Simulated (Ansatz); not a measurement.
# Meshes and cutoff for the phonons of Ag (Fm-3m, 1 atom in the cell)

Wanted: convergence of the phonons of Ag (Fm-3m, 1 atom in the cell) against cost.

Main program and level: Ansatz 0.2.0; DFT PBE, scalar-relativistic, plane waves, PAW.

Report form: the programs' logs are mostly left out.

## 1. The starting structure

Symmetry: Fm-3m, No. 225, cubic system. The conventional cell has a = 4.147 Å, b = 4.147 Å, c = 4.147 Å, α = 90.00°, β = 90.00°, γ = 90.00°. Nearest to Ag lie 12 Ag at 2.93 Å.

## 2. Relaxing to small forces for the phonons

Phonons need a cell at rest on their own settings, so the relaxation is repeated with tight tolerances on forces and stress, using the mesh and the filling of the phonon run that follows.

input.yaml reads:

```yaml
crystal:
  lattice:
    - [0.0, 2.0735892918, 2.0735892918]
    - [2.0735892918, 0.0, 2.0735892918]
    - [2.0735892918, 2.0735892918, 0.0]
  atoms:
    - { symbol: Ag, position: [0.0, 0.0, 0.0] }
kpoints:
  mp_grid: { grid: [20, 20, 20] }
hamiltonian:
  xc: pbe
scf:
  occupations: { method: methfessel_paxton, width: 0.2 }
output:
  forces: true
  stress: true
  eigenvalues: true
  write_density: true
  write_potential: true
  elf: true
  volumetric_format: npy
relax:
  adjacent_minimum: "off"
  f_tol: 0.001
  max_steps: 60
  cell: { stress_tol: 0.01 }
```

On the command line:

```
$ ansatz run input.yaml --threads 4 --pin off --max-ram 7168MiB --backend cpu --events-out ev --progress --plain --runs-dir out
```

Elapsed: 6.4 s, on 4 threads of Arm Neoverse N1, shared host; peak memory 0.35 GiB.

Little changed from the start: no atom moved by 0.005 Å and no cell edge by 0.1 %.

Numbers from this step:

| Property | Result |
| --- | --- |
| pressure | -4.10e-4 GPa |
| volume per atom | 17.83 Å³ |
| gap on the k-mesh | 0 eV |

Electrostatic potential energy in the ac plane of the conventional cell at fractional y = 0.000, with atoms of Ag within 0.2 Å of it. With pseudopotentials it is smooth inside the atoms' cores, unlike the true potential.

Ten even steps from '0' (-25 eV) to '9' (20 eV), each cell a mean:
```
00369999998510
12589999998631
45799999999865
88999866789988
99997532468999
99985200147999
99984100026999
99985100036999
99986311258999
99998654579999
67899888899986
24689999999753
01479999998520
00269999998410
```
Columns run along a (4.1 Å; values clipped at the 3rd and 97th percentile), rows up along c (4.1 Å), edges of the conventional cell, whose origin can differ from the input's. Atoms in or near the plane, at fractional coordinates: Ag at (0.00, 0.00), Ag at (0.50, 0.50).

ELF in the ac plane of the conventional cell at fractional y = 0.000, with atoms of Ag within 0.2 Å of it. It is the smooth field of the valence electrons, not physical close to the nuclei.

Ten even steps from '0' (0.16) to '9' (0.82), each cell a mean:
```
97410000000368
65300000000146
32100000000013
00000012100000
00001345420000
00002577641000
00003699752000
00003689741000
00001466530000
00000133210000
21000000000001
54200000000134
76410000000257
97520000000369
```
Columns run along a (4.1 Å), rows up along c (4.1 Å), edges of the conventional cell, whose origin can differ from the input's. Atoms in or near the plane, at fractional coordinates: Ag at (0.00, 0.00), Ag at (0.50, 0.50).

Valence density in the ac plane of the conventional cell at fractional y = 0.000, with atoms of Ag within 0.2 Å of it. It is the smooth field of the valence electrons, not physical close to the nuclei.

Ten even steps from '0' (0 e/Å³) to '9' (19 e/Å³), each cell a mean:
```
85100000000037
32000000000013
00000000000000
00000000000000
00000012100000
00000256410000
00000389620000
00000378510000
00000133200000
00000000000000
00000000000000
21000000000001
64100000000025
96200000000038
```
Columns run along a (4.1 Å), rows up along c (4.1 Å), edges of the conventional cell, whose origin can differ from the input's. Atoms in or near the plane, at fractional coordinates: Ag at (0.00, 0.00), Ag at (0.50, 0.50).

The forces vanish by symmetry and the pressure is 0.000 GPa, within the tolerances set. The cell now holds 17.83 Å³/atom.

## 3. Response at finite wavevector

Stability and thermal properties need the whole zone. Linear response on a 4×4×4 q mesh gives force constants as far as a supercell of that size would.

input.yaml reads:

```yaml
crystal:
  lattice:
    - [0.0, 2.0737002689, 2.0737002689]
    - [2.0737002689, 0.0, 2.0737002689]
    - [2.0737002689, 2.0737002689, 0.0]
  atoms:
    - { symbol: Ag, position: [0.0, 0.0, 0.0] }
kpoints:
  mp_grid: { grid: [20, 20, 20] }
hamiltonian:
  xc: pbe
scf:
  occupations: { method: methfessel_paxton, width: 0.2 }
output:
  eigenvalues: true
phonons:
  method: dfpt
  qmesh: [4, 4, 4]
  temperatures: { t_max: 1000, t_step: 50 }
  qpath:
    path:
      - [[0.0, 0.0, 0.0], [0.5, 0.0, 0.5], [0.625, 0.25, 0.625]]
      - [[0.375, 0.375, 0.75], [0.0, 0.0, 0.0], [0.5, 0.5, 0.5], [0.5, 0.25, 0.75], [0.5, 0.0, 0.5]]
    npoints: 10
```

It took 5.1 min on 4 threads; peak memory 4 GiB; 19 min of CPU time.

This step gave:

```yaml
sum_rule_residual_before_enforcement: 1.13e-4 eV/Å²
lowest_frequency_on_the_path: 0 cm⁻¹
highest_frequency_on_the_path_or_at_a_solved_wavevector: 158 cm⁻¹
mean_frequency: 102.4 cm⁻¹
debye_temperature_second_moment: 199 K
logarithmic_mean_frequency: 96.8 cm⁻¹
lowest_mode_on_the_q_mesh_acoustic_modes_at_gamma_apart: 48.85 cm⁻¹
zero_point_energy_per_atom: 19.05 meV
heat_capacity_at_300_k: 24.40 J/(mol atoms K)
vibrational_entropy_at_300_k: 44.35 J/(mol atoms K)
```

Frequencies (cm⁻¹) solved at each irreducible wavevector; negative means imaginary. Frequencies by wavevector, by row:

```
q in reciprocal lattice units  star  mode 1  mode 2  mode 3
                        0 0 0     1       0       0       0
                     0 0 0.25     8    48.9    48.9   115.3
                     0 0 -0.5     4    70.8    70.8     158
                  0 0.25 0.25     6    74.1    74.1   116.5
                  0 0.25 -0.5    24    88.9   102.8   146.3
                 0 0.25 -0.25    12    69.6   103.9   137.3
                  0 -0.5 -0.5     3   105.3   105.3     156
              0.25 -0.5 -0.25     6   100.5   129.7   129.7
```

Interpolated from a 4×4×4 q mesh. The phonon branches at the labelled points (cm⁻¹):

```
    point  branch 1  branch 2  branch 3
        Γ         0         0         0
  halfway        74        74       116
        X       105       105       156
  halfway       102       110       152
        U        95       122       141
jump to K        95       122       141
  halfway        53        81       125
        Γ         0         0         0
  halfway        49        49       115
        L        71        71       158
  halfway        84       104       147
        W       100       130       130
  halfway       103       112       148
        X       105       105       156
```

Symmetry leaves 8 wavevectors to solve. The lowest mode among them, the acoustic zeros apart, lies at q = (0, 0, 0.25) and is real, 48.9 cm⁻¹.

## 4. Another q mesh, q mesh 2×2×2

The q mesh is changed to 2×2×2, to see how far the force constants must reach.

Edit input.yaml of step 3 so:

```diff
@@ -17,3 +17,3 @@
   method: dfpt
-  qmesh: [4, 4, 4]
+  qmesh: [2, 2, 2]
   temperatures: { t_max: 1000, t_step: 50 }
```

The job ended after 48 s (4 threads; peak memory 1.3 GiB).

Numbers from this step:

```
mean frequency                                        : 103.3 cm⁻¹
lowest mode on the q mesh (acoustic modes at Γ apart) : 70.83 cm⁻¹
```

Frequencies (cm⁻¹) solved at each irreducible wavevector; negative means imaginary. Frequencies by wavevector, by row:

```
q in reciprocal lattice units  star  mode 1  mode 2  mode 3
                        0 0 0     1       0       0       0
                     0 0 -0.5     4    70.8    70.8     158
                  0 -0.5 -0.5     3   105.3   105.3     156
```

Interpolated from a 2×2×2 q mesh, rough between the solved points. The phonon branches at the labelled points (cm⁻¹):

```
    point  branch 1  branch 2  branch 3
        Γ         0         0         0
  halfway        74        74       110
        X       105       105       156
  halfway       103       112       153
        U        96       126       143
jump to K        96       126       143
  halfway        54        84       120
        Γ         0         0         0
  halfway        50        50       112
        L        71        71       158
  halfway        85       107       149
        W       105       133       133
  halfway       105       114       150
        X       105       105       156
```

The mean frequency is 103.3 cm⁻¹, +0.9 cm⁻¹ against the base run.

The highest branch reaches 158 cm⁻¹ on this path, at L. No branch goes imaginary on this path.

## 5. Another q mesh, k-mesh 21×21×21, q mesh 3×3×3

The q mesh is changed to 3×3×3, to see how far the force constants must reach; the k mesh is 21×21×21, against 20×20×20 in the base run, so that the q mesh divides it.

Edit input.yaml of step 4 so:

```diff
@@ -8,3 +8,3 @@
 kpoints:
-  mp_grid: { grid: [20, 20, 20] }
+  mp_grid: { grid: [21, 21, 21] }
 hamiltonian:
@@ -17,3 +17,3 @@
   method: dfpt
-  qmesh: [2, 2, 2]
+  qmesh: [3, 3, 3]
   temperatures: { t_max: 1000, t_step: 50 }
```

Wall time 2.7 min (4 threads); peak memory 2.6 GiB.

Frequencies (cm⁻¹) solved at each irreducible wavevector; negative means imaginary. Frequencies by wavevector, by row:

```
q in reciprocal lattice units  star  mode 1  mode 2  mode 3
                        0 0 0     1       0       0       0
                   0 0 0.3333     8    60.5    60.5   139.3
              0 0.3333 0.3333     6    90.8    90.8   138.9
             0 0.3333 -0.3333    12    87.4   129.8   129.8
```

The mean frequency is 102.4 cm⁻¹, +0.0 cm⁻¹ against the base run, whose k mesh differs too.

## 6. Another q mesh, k-mesh 24×24×24, q mesh 6×6×6

The q mesh is changed to 6×6×6, to see how far the force constants must reach; the k mesh is 24×24×24, against 20×20×20 in the base run, so that the q mesh divides it.

Edit input.yaml of step 5 so:

```diff
@@ -8,3 +8,3 @@
 kpoints:
-  mp_grid: { grid: [21, 21, 21] }
+  mp_grid: { grid: [24, 24, 24] }
 hamiltonian:
@@ -17,3 +17,3 @@
   method: dfpt
-  qmesh: [3, 3, 3]
+  qmesh: [6, 6, 6]
   temperatures: { t_max: 1000, t_step: 50 }
```

It took 37 min on 4 threads; peak memory 5 GiB.

The run was cut off at the time limit after its SCF cycle had converged; no result of it is taken.

The program's message: “Warning: RAYON”

## 7. Another k mesh, k-mesh 6×6×6, q mesh 2×2×2

The k mesh is changed to 6×6×6 on a small fixed q mesh, to find the coarsest that serves.

Edit input.yaml of step 6 so:

```diff
@@ -8,3 +8,3 @@
 kpoints:
-  mp_grid: { grid: [24, 24, 24] }
+  mp_grid: { grid: [6, 6, 6] }
 hamiltonian:
@@ -17,3 +17,3 @@
   method: dfpt
-  qmesh: [6, 6, 6]
+  qmesh: [2, 2, 2]
   temperatures: { t_max: 1000, t_step: 50 }
```

Elapsed: 2.8 s, on 4 threads; peak memory 0.34 GiB; 9.1 s of CPU time.

The run finished; it serves as a test, and its numbers are not taken as the result.

## 8. Another k mesh, k-mesh 10×10×10, q mesh 2×2×2

The k mesh is changed to 10×10×10 on a small fixed q mesh, to find the coarsest that serves.

Edit input.yaml of step 7 so:

```diff
@@ -8,3 +8,3 @@
 kpoints:
-  mp_grid: { grid: [6, 6, 6] }
+  mp_grid: { grid: [10, 10, 10] }
 hamiltonian:
```

The job ended after 7.6 s (4 threads; peak memory 0.44 GiB; 28 s of CPU time).

The run finished; it serves as a test, and its numbers are not taken as the result.

## 9. Another k mesh, k-mesh 16×16×16, q mesh 2×2×2

The k mesh is changed to 16×16×16 on a small fixed q mesh, to find the coarsest that serves.

Edit input.yaml of step 8 so:

```diff
@@ -8,3 +8,3 @@
 kpoints:
-  mp_grid: { grid: [10, 10, 10] }
+  mp_grid: { grid: [16, 16, 16] }
 hamiltonian:
```

It took 26 s on 4 threads; peak memory 0.84 GiB; 97 s of CPU time.

## 10. Another k mesh, q mesh 2×2×2

The k mesh is changed to 20×20×20 on a small fixed q mesh, to find the coarsest that serves.

Edit input.yaml of step 9 so:

```diff
@@ -8,3 +8,3 @@
 kpoints:
-  mp_grid: { grid: [16, 16, 16] }
+  mp_grid: { grid: [20, 20, 20] }
 hamiltonian:
```

Elapsed: 48 s, on 4 threads; peak memory 1.3 GiB.

## 11. Another k mesh, k-mesh 30×30×30, q mesh 2×2×2

The k mesh is changed to 30×30×30 on a small fixed q mesh, to find the coarsest that serves.

Edit input.yaml of step 10 so:

```diff
@@ -8,3 +8,3 @@
 kpoints:
-  mp_grid: { grid: [20, 20, 20] }
+  mp_grid: { grid: [30, 30, 30] }
 hamiltonian:
```

Run time: 2.6 min. Hardware: 4 threads; peak memory 3.7 GiB.

Frequencies (cm⁻¹) solved at each irreducible wavevector; negative means imaginary. Frequencies by wavevector, by row:

```
q in reciprocal lattice units  star  mode 1  mode 2  mode 3
                        0 0 0     1       0       0       0
                     0 0 -0.5     4    70.9    70.9   159.2
                  0 -0.5 -0.5     3   105.3   105.3   155.3
```

Against step 4 (now k-mesh 30×30×30), the highest frequency on the path or at a solved wavevector goes from 158 to 159 cm⁻¹. The highest frequency on the path or at a solved wavevector moves by under 1 % between these two settings.

## 12. Comparing the runs

Times are for 4 threads of Arm Neoverse N1, shared host. Results by setting:

```
no.    k-mesh  lowest mode on the q mesh (acoustic modes at Γ apart) (cm⁻¹)  highest frequency on the path or at a solved wavevector (cm⁻¹)     time  memory (GiB)
  1  16×16×16                                                         70.64                                                           157.7     26 s          0.84
  2  20×20×20                                                         70.83                                                             158     48 s           1.3
  3  30×30×30                                                         70.92                                                           159.2  2.6 min           3.7
```

(Part 1 of 2 ends here.)

[Logs are printed without paths, hosts, clocks, repeated set-up lines and the standing remarks that a program may print on its own settings, such as how far it seeks lower states.]

[Hosts, paths, dates, database ids (printed as entryN), source tags and the programs' standing remarks are cut or masked in the printed files.]
